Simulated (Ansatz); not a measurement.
# Squeezing and shearing glassy 58SiO2-11Na2O-13BaO-18CaO (mol %) (102 atoms), part 4 of 4

How stiff is glassy 58SiO2-11Na2O-13BaO-18CaO (mol %) (102 atoms), and how do its levels respond to strain?

Ansatz 0.2.0; Kohn-Sham DFT, LDA, PAW (set soft_2), plane waves.

The cell: 22 Si, 8 Na, 5 Ba, 7 Ca and 60 O. The quench rate of 50 K/ps far exceeds what a furnace or splat quench reaches. The network of bonds at the start is that of the classical potential that made the cell. The Brillouin zone is sampled at Γ only. The levels lack spin–orbit coupling.

So far. Step 11 (Compressed by 1 % along x): The relaxation converged after 7 steps, 0.0852 eV below its start, with a largest force component of 0.029 eV/Å. Step 11 (Compressed by 1 % along x): Compressed by 1 % along x: the energy stands 0.0392 eV above that of the reference, at a pressure of 0.543 GPa.

### 12. Sheared by 2 % in xy

A shear of the relaxed cell gives the modulus that volume changes can't reach.

Input file input.yaml:

```yaml
crystal:
  lattice:
    - [10.64961, 0.52368, 0.18712]
    - [0.53266, 11.54669, 0.27561]
    - [0.18988, 0.27748, 11.10266]
  atoms:
    [... the 102 atom lines of step 4 ...]
kpoints:
  mp_grid: { grid: [1, 1, 1] }
hamiltonian:
  xc: lda
scf:
  occupations: { method: fixed }
output:
  forces: true
  eigenvalues: true
  stress: true
relax:
  f_tol: 0.05
  max_steps: 70
```

Run with:

```
> ansatz run input.yaml --threads 4 --pin off --max-ram 8192MiB --backend cpu --events-out ev --progress --plain --runs-dir out
```

Numbers of over 12 decimals in the logs are rounded to 6 here.

Output:

```text
[...]
Crystal: 102 atoms, lattice volume = 1361.002 Å³
Basis set: ecut = 420 eV, 26573 PW (Γ)
Bands: 422, of which v1, the nominal top of the filled ones, is band 320 counted from 1 (319 counted from 0)
Symmetry: 1 space group operations
[...]
k-points: 1
[...]
SCF iter   1: F=—  HF=-99880.819471 eV  |F-HF|=—  |Δ(HF+E_count)|=         —  Δρ=1.37e-2  dr2=2.34e0  ethr=1.77e-3  ⟨swp⟩=5.0  Hψ=1622  notcnv=0  defer=100
[...]
SCF iter   6: F=—  HF=-99880.114791 eV  |F-HF|=—  |Δ(HF+E_count)|=   2.69e-5  Δρ=1.02e-4  dr2=1.44e-4  ethr=9.84e-8  ⟨swp⟩=2.0  Hψ=768  notcnv=0  defer=100
SCF iter   7: F=-99880.114783 eV  HF=-99880.114788 eV  |F-HF|=4.66e-6  |Δ(HF+E_count)|=   3.34e-6  Δρ=3.70e-5  dr2=1.88e-5  ethr=9.77e-9  ⟨swp⟩=18.0  Hψ=2922  notcnv=0
SCF 1 converged in 7 iterations: F = -99880.114783 eV  dr2 = 1.88e-5
[...]
relax step   1: F+E_penalty+E_count = -99880.11478339 eV  Δ(F+E_penalty+E_count) = +0.000e0 eV  max|allowed force component| = 5.453e-1 eV/Å  Δτ_max = 0.0000 Å  (7 SCF iters, dr2 threshold 6.25e-5 eV, accepted)
[...]
relax step   2: F+E_penalty+E_count = -99880.17451264 eV  Δ(F+E_penalty+E_count) = -5.973e-2 eV  max|allowed force component| = 3.604e-1 eV/Å  Δτ_max = 0.0442 Å  (6 SCF iters, dr2 threshold 1.86e-5 eV, accepted)
[...]
relax step   3: F+E_penalty+E_count = -99880.21347952 eV  Δ(F+E_penalty+E_count) = -3.897e-2 eV  max|allowed force component| = 1.156e-1 eV/Å  Δτ_max = 0.0326 Å  (6 SCF iters, dr2 threshold 8.12e-6 eV, accepted)
relax step   4: F+E_penalty+E_count = -99880.16962856 eV  Δ(F+E_penalty+E_count) = +4.385e-2 eV  max|allowed force component| = 4.200e-1 eV/Å  Δτ_max = 0.0797 Å  (9 SCF iters, rejected (line search))
relax step   5: F+E_penalty+E_count = -99880.22269468 eV  Δ(F+E_penalty+E_count) = -9.215e-3 eV  max|allowed force component| = 5.131e-2 eV/Å  Δτ_max = 0.0233 Å  (9 SCF iters, accepted)
relax step   6: F+E_penalty+E_count = -99880.22364072 eV  Δ(F+E_penalty+E_count) = -9.460e-4 eV  max|allowed force component| = 6.333e-2 eV/Å  Δτ_max = 0.0191 Å  (8 SCF iters, accepted)
[...]
relax step   7: F+E_penalty+E_count = -99880.22497972 eV  Δ(F+E_penalty+E_count) = -1.339e-3 eV  max|allowed force component| = 3.137e-2 eV/Å  Δτ_max = 0.0150 Å  (7 SCF iters, accepted)
SCF converged after 7 iterations
Free energy (F): -99880.224980 eV
[...]
Internal energy: -99880.224980 eV  (E = F + TS)
E sigma→0 (E₀):  -99880.224980 eV
Fermi energy:    5.411182 eV
[...]
Σ components = -99880.224980   (vs F -99880.224980, Δ=0.00e0)
--- Forces (eV/Å), atoms counted from 1 ---
  atom   1  Si     0.00483949     0.01211425     0.00051052
  atom   2  Si    -0.00977705     0.01168562    -0.00559507
  atom   3  Si    -0.02041978     0.01826561    -0.00562097
  atom   4  Si     0.00806234    -0.01193030    -0.00433784
[...]
atom 102  O      0.00868683    -0.00054516    -0.01242280
  max |Σ_I F_I| component: 1.56e-4 eV/Å
--- Stress (GPa, compression-positive) ---
       -0.159401      -0.552298      -0.035980
       -0.552298      -0.063981       0.040870
       -0.035980       0.040871      -0.139675
  P = ⅓ Tr σ = -0.1210 GPa (-1.210 kbar)
--- Band table (eV) ---
[...]
--- Relaxed structure (7 steps of the walk, 6 accepted, 0 SCFs on fresh bases) ---
  F+E_penalty+E_count = -99880.22497972 eV   max|allowed force component| = 3.137e-2 eV/Å
  atoms:
    - { symbol: Si, position: [0.462213, 0.568879, 0.972548] }
    - { symbol: Si, position: [0.647831, 0.918685, 0.340390] }
    - { symbol: Si, position: [0.784449, 0.109146, 0.483879] }
    - { symbol: Si, position: [0.225485, 0.609401, 0.658253] }
[...]
- { symbol: O, position: [0.729405, 0.768619, 0.00763867] }
```

Wall time 2.6 min (4 threads of Arm Neoverse V1, shared host); peak memory 1.8 GiB.

The relaxation converged after 7 steps, 0.110 eV below its start, with a largest force component of 0.031 eV/Å.

Sheared by 2 % in xy: the energy stands 0.0569 eV above that of the reference, at a pressure of -0.121 GPa.

### 13. Pressure against volume

Atoms are relaxed at each volume, in the scaled cell.

```
volume change (%)  volume (Å³/atom)  energy change (meV/atom)  pressure (GPa)  largest move on relaxing (Å)  bonds  gap (eV)
              -10            12.010                     21.09            6.08                          1.67    223                3.45
               -6            12.544                      6.37            2.90                          1.18    216                3.40
               -3            12.944                      2.16            1.67                          0.13    216                3.33
               +0            13.345                      0.00           -0.01                             -    210                3.31
               +3            13.745                      1.75           -1.35                          0.17    205                3.28
               +6            14.145                      6.46           -2.45                          0.36    205                3.25
```

### 14. Uniaxial strain and shear

Stress (GPa, compression positive) less that of the relaxed cell, atoms relaxed:

```
                   strain      xx      yy      zz      xy  energy change (meV/atom)
 stretched by 1 % along x  -0.908  -0.269  -0.365  -0.059                      0.43
compressed by 1 % along x   0.933   0.310   0.402   0.083                      0.38
     sheared by 2 % in xy  -0.145  -0.069  -0.132  -0.563                      0.56
```

### 15. What came out

The bulk modulus, from the slope of pressure against ln V over the three points nearest the relaxed volume, is 50.4 GPa; between neighbouring points the slope runs 73, 39, 55, 46 and 38 GPa from the smallest volume up, without a steady fall, so no pressure derivative is given. The count of bonds runs from 205 to 223 over the series, so at some points contacts cross the cutoffs. At -10 % and -6 % some atom moved by over 0.5 Å on relaxing, so those points may sit in another local minimum. The gap goes from 3.45 eV at the smallest volume to 3.25 eV at the largest, -1.2 eV per unit of ln V by a straight line, on the run's k-points. In the Cartesian axes of the cell, finite differences give C11 = 92.0, C12 = 29.0, C13 = 38.3 and C66 = 28.1 GPa (the shear of 2 % is the engineering strain, εxy = 0.01). The mean of C11, C12 and C13, which equals the bulk modulus in a cubic or isotropic solid, is 53.1 GPa: it agrees with the bulk modulus within 10 %. For an isotropic solid C66 would equal (C11 − C12)/2 = 31.5 GPa; so small a sample needn't be isotropic, and C66 rests on one shear. With the bulk modulus and C66 as K and G, Young's modulus would be about 71 GPa and Poisson's ratio 0.26.

Caveats: Strains are finite and relaxations stop at the force tolerance of the input, which can leave moduli too stiff; they are those of a static cell at zero temperature. Volumes are changed with the cell's shape held, so in an anisotropic solid the modulus lies over the one under free hydrostatic load. The program notes that the SCF threshold of the relaxations is loose for the stress.

The DFT runs together took 45 min of wall time.

[Logs are printed without paths, hosts, clocks, repeated set-up lines and the standing remarks that a program may print on its own settings, such as how far it seeks lower states.]

[Hosts, paths, dates, database ids (printed as entryN), source tags and the programs' standing remarks are cut or masked in the printed files.]
